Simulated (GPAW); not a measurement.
**Dielectric function and optical constants of Mo**

Aim: the dielectric function of Mo, and the optical constants that follow from it.

Method: DFT, LDA, plane-wave PAW (GPAW data sets), scalar-relativistic, RPA, optical limit, in GPAW 26.7.0.

Most raw output is cut from this account.

## 1. Set-up

It takes space group Im-3m (No. 229, cubic). The conventional cell has a = 3.147 Å, b = 3.147 Å, c = 3.147 Å, α = 90.00°, β = 90.00°, γ = 90.00°. Nearest to Mo lie 8 Mo at 2.73 Å.

## 2. Ground state

First the ground state: is it a metal or has it a gap?

This step: DFT, LDA, plane-wave PAW (GPAW data sets), scalar-relativistic, ground state (GPAW 26.7.0).

Input file gs.py:

```python
from ase import Atoms
from ase.dft.bandgap import bandgap
from gpaw import GPAW, PW, FermiDirac

atoms = Atoms(['Mo'],
              cell=[[-1.573415000000, 1.573415000000, 1.573415000000],
                    [1.573415000000, -1.573415000000, 1.573415000000],
                    [1.573415000000, 1.573415000000, -1.573415000000]],
              scaled_positions=[[0.000000000000, 0.000000000000, 0.000000000000]],
              pbc=[True, True, True])
atoms.calc = GPAW(mode=PW(500), xc='LDA', kpts={'size': (10, 10, 10), 'gamma': True},
                  occupations=FermiDirac(0.05), maxiter=150, txt='gs.txt')
print('energy (eV)', atoms.get_potential_energy())
print('Fermi level (eV)', atoms.calc.get_fermi_level())
print('valence electrons', atoms.calc.get_number_of_electrons())
print('gap (eV)', bandgap(atoms.calc, output=None)[0])
print('direct gap (eV)', bandgap(atoms.calc, direct=True, output=None)[0])
atoms.calc.write('gs.gpw')
```

Command:

```sh
OMP_NUM_THREADS=1 python gs.py
```

Wall time 6.2 s (1 thread of Intel Xeon at 2.70GHz, shared host); peak memory 0.13 GiB.

Read-outs, printed or worked out from the files:

- energy: -12.49 eV
- Fermi energy: 13.43 eV
- electrons: 14

There are states at the Fermi level within the smearing, so the occupations stay smeared and the carriers get a Drude term.

## 3. Bands for the response

The response needs many more empty bands than the density does.

This step: DFT, LDA, plane-wave PAW (GPAW data sets), scalar-relativistic, bands at fixed density (GPAW 26.7.0).

Input file nscf.py:

```python
from ase.dft.bandgap import bandgap
from gpaw import GPAW, FermiDirac

calc = GPAW('gs.gpw').fixed_density(kpts={'size': (15, 15, 15), 'gamma': True}, nbands=24, convergence={'bands': 18},
                                    occupations=FermiDirac(0.05), txt='nscf.txt')
print('gap (eV)', bandgap(calc, output=None)[0])
print('direct gap (eV)', bandgap(calc, direct=True, output=None)[0])
print('top band over the Fermi level (eV)', min(calc.get_eigenvalues(kpt=k)[17] for k in range(len(calc.get_ibz_k_points()))) - calc.get_fermi_level())
calc.write('full.gpw', mode='all')
```

Command:

```sh
OMP_NUM_THREADS=1 python nscf.py
```

Elapsed: 14 s, on 1 thread; peak memory 0.16 GiB.

## 4. Dielectric function, RPA

Local fields let the induced charge screen the field inside the cell, which as a rule lowers ε, most along directions where the density is uneven.

This step: DFT, LDA, plane-wave PAW (GPAW data sets), scalar-relativistic, RPA, optical limit (GPAW 26.7.0).

Input file df.py:

```python
from gpaw.response.df import DielectricFunction

df = DielectricFunction('full.gpw', frequencies={'type': 'nonlinear', 'domega0': 0.03, 'omega2': 8},
                        ecut=50,
                        eta=0.15,
                        nbands=18,
                        rate=0.05,
                        txt='df.txt')
for direction in ['x']:
    df.get_dielectric_function(xc='RPA', direction=direction, filename=f'df_{direction}.csv')
```

Command:

```sh
OMP_NUM_THREADS=1 python df.py
```

Elapsed: 6.5 s, on 1 thread; peak memory 0.19 GiB.

Read-outs, printed or worked out from the files:

| Property | Result |
| --- | --- |
| centre of weight of the strongest loss peak in the window | 10.44 eV |

Sum at mesh points, not converged in k. The Im ε, E ∥ x by photon energy; read off at these points:

photon energy (eV), Im ε, E ∥ x and a bar:
```
     0.50         41 ##############################
     1.00         20 ###############
     1.50         20 ##############
     2.00         27 ###################
     2.50         25 ##################
     3.00         23 ################
     3.50         19 ##############
     4.00         24 ##################
     4.11         25 ##################
     4.50         20 ###############
     5.00         12 ########
     5.50          9 ######
     6.00          7 ####
     6.50          4 ##
     7.00          4 ##
     7.50          3 ##
     8.00          2 #
     8.50          1 
     9.00          1 
     9.50          1 
    10.00          1 
    10.50          1 
    11.00          1 
    11.50          3 ##
    12.00          2 #
    12.50          3 ##
    13.00          2 #
    13.50          2 #
```

Values under 1 per cm are given as 1; sum at mesh points, not converged in k. Absorption coefficient, E ∥ x against photon energy:

photon energy (eV), log10 absorption coefficient, E ∥ x (1/cm) and a bar from the least value:
```
    0.492        5.7 #######
    1.010        5.7 ####
    1.486        5.6 
    1.985        5.8 ##########
    2.508        5.9 ##############
    3.018        6.0 ###################
    3.510        6.0 ##################
    3.980        6.2 #########################
    4.516        6.3 #############################
    4.981        6.3 ##############################
    5.515        6.3 #############################
    6.021        6.3 ##############################
    6.494        6.2 ############################
    6.985        6.2 ###########################
    7.496        6.2 #############################
    8.026        6.2 ############################
    8.516        6.2 ##########################
    9.023        6.1 #######################
    9.483        6.1 ######################
   10.026        6.0 #################
   10.519        5.9 ############
   11.029        5.9 ############
   11.479        6.1 ######################
   12.023        6.1 ######################
   12.504        6.2 ###########################
   13.000        6.2 #########################
   13.512        6.2 ###########################
```

Sum at mesh points, not converged in k. Im ε, E ∥ x against photon energy; read off at these points:

| photon energy (eV) | without local fields | with local fields |
| --- | --- | --- |
| 0.50 | 41.1 | 41.1 |
| 1.00 | 20.5 | 20.4 |
| 1.50 | 20.0 | 20.0 |
| 2.00 | 26.8 | 26.8 |
| 2.50 | 25.0 | 25.0 |
| 3.00 | 22.7 | 22.8 |
| 3.50 | 19.1 | 19.2 |
| 4.00 | 24.4 | 24.4 |
| 4.11 | 25.4 | 25.4 |
| 4.50 | 20.4 | 20.5 |
| 5.00 | 12.1 | 12.1 |
| 5.50 | 9.06 | 9.05 |
| 6.00 | 6.79 | 6.78 |
| 6.50 | 3.61 | 3.60 |
| 7.00 | 4.16 | 4.14 |
| 7.50 | 3.16 | 3.16 |
| 8.00 | 2.49 | 2.48 |
| 8.50 | 1.48 | 1.46 |
| 9.00 | 0.991 | 0.984 |
| 9.50 | 0.932 | 0.916 |
| 10.00 | 0.894 | 0.884 |
| 10.50 | 0.900 | 0.894 |
| 11.00 | 1.36 | 1.37 |
| 11.50 | 3.04 | 3.08 |
| 12.00 | 2.25 | 2.30 |
| 12.50 | 3.06 | 3.15 |
| 13.00 | 2.12 | 2.19 |
| 13.50 | 2.06 | 2.13 |

Sum at mesh points, not converged in k. Reflectivity at normal incidence, E ∥ x against photon energy; read off at these points:

photon energy (eV), reflectivity at normal incidence, E ∥ x (%) and a bar:
```
     0.50       93.5 ##############################
     1.00       72.1 ######################
     1.50       48.8 ##############
     2.00       54.4 ################
     2.50       53.6 ################
     2.90       57.8 #################
     3.00       56.6 #################
     3.50       50.5 ###############
     4.00       57.6 #################
     4.50       63.9 ####################
     5.00       67.8 #####################
     5.50       64.6 ####################
     6.00       69.1 #####################
     6.28       73.5 #######################
     6.50       69.5 ######################
     7.00       58.3 ##################
     7.50       66.3 ####################
     8.00       65.4 ####################
     8.50       69.7 ######################
     8.77       70.4 ######################
     9.00       65.1 ####################
     9.42       59.5 ##################
     9.50       58.8 ##################
    10.00       38.9 ###########
    10.50       18.6 ###
    11.00        8.8 
    11.50       19.2 ####
    12.00       18.4 ###
    12.50       25.0 ######
    13.00       22.4 #####
    13.43       29.5 #######
    13.50       29.4 #######
```

The loss function −Im 1/ε at q → 0, E ∥ x has structure finer than the step of the table below, so its rows give means over 0.5 eV, whole bins alone (the curve runs from 0.305 to 14.0 eV). Peaks (eV: height): 10.52: 1.12, 11.94: 0.451.

Sum at mesh points, not converged in k. Table of loss function −Im 1/ε at q → 0, E ∥ x by energy loss; means over each step:

energy loss (eV), loss function −Im 1/ε at q → 0, E ∥ x and a bar:
```
      1.0       0.04 
      1.5       0.04 
      2.0       0.03 
      2.5       0.04 
      3.0       0.04 
      3.5       0.05 
      4.0       0.04 
      4.5       0.04 
      5.0       0.05 
      5.5       0.06 #
      6.0       0.06 #
      6.5       0.08 #
      7.0       0.11 ##
      7.5       0.10 ##
      8.0       0.11 ##
      8.5       0.12 ###
      9.0       0.21 #####
      9.5       0.32 #########
     10.0       0.69 ####################
     10.5       1.03 ##############################
     11.0       0.58 #################
     11.5       0.32 #########
     12.0       0.42 ############
     12.5       0.35 ##########
     13.0       0.43 ############
     13.5       0.43 ############
```

At chosen wavelengths:

| wavelength (nm) | n | k | R (%) | 1/α |
| --- | --- | --- | --- | --- |
| 1550 | 2.76 | 5.835 | 77.1 | 21 nm |
| 1064 | 2.62 | 2.991 | 52.5 | 28 nm |
| 800 | 4.14 | 2.513 | 49.4 | 25 nm |
| 633 | 4.40 | 3.073 | 54.4 | 16 nm |
| 450 | 3.93 | 3.392 | 56.1 | 11 nm |
| 365 | 3.26 | 2.949 | 51.4 | 9.8 nm |
| 248 | 1.65 | 3.671 | 67.8 | 5.4 nm |

A polished face would reflect 54 % of daylight and look light grey (CIE x = 0.311, y = 0.324 under D65).

## 5. Results

```
centre of weight of the strongest loss peak in the window, first axis : 10.4 eV
```

**Reading.** At this level (LDA, RPA) Mo is a metal. The mesh is too coarse to trust the carriers' weight, the reflectivity or the colour to better than tens of per cent. A polished face would reflect 54 % of daylight and look light grey (CIE x = 0.311, y = 0.324 under D65). The carriers' damping of 0.05 eV is typed, not computed; it shapes the response at the lowest energies. In this version of GPAW the matrix elements of the optical limit are incomplete, which can lower ε − 1 by up to a tenth where first-row anions or d states rule, and shift it by more in d metals. GPAW's carrier term has the form −ωp²/(ω + i·rate)², which damps like twice the rate and fails at low energy, so the curves leave the lowest energies out. The sum runs over mesh points 0.19 Å⁻¹ apart with no interpolation, so peaks are partly noise of the mesh, and the Drude plasma energy, a sum over the Fermi surface, isn't converged.

[Machine, clock and banner lines and Python warnings are left out of the logs.]

[Logs are printed without paths, hosts, clocks, repeated set-up lines and the standing remarks that a program may print on its own settings, such as how far it seeks lower states.]

[Hosts, paths, dates, database ids (printed as entryN), source tags and the programs' standing remarks are cut or masked in the printed files.]
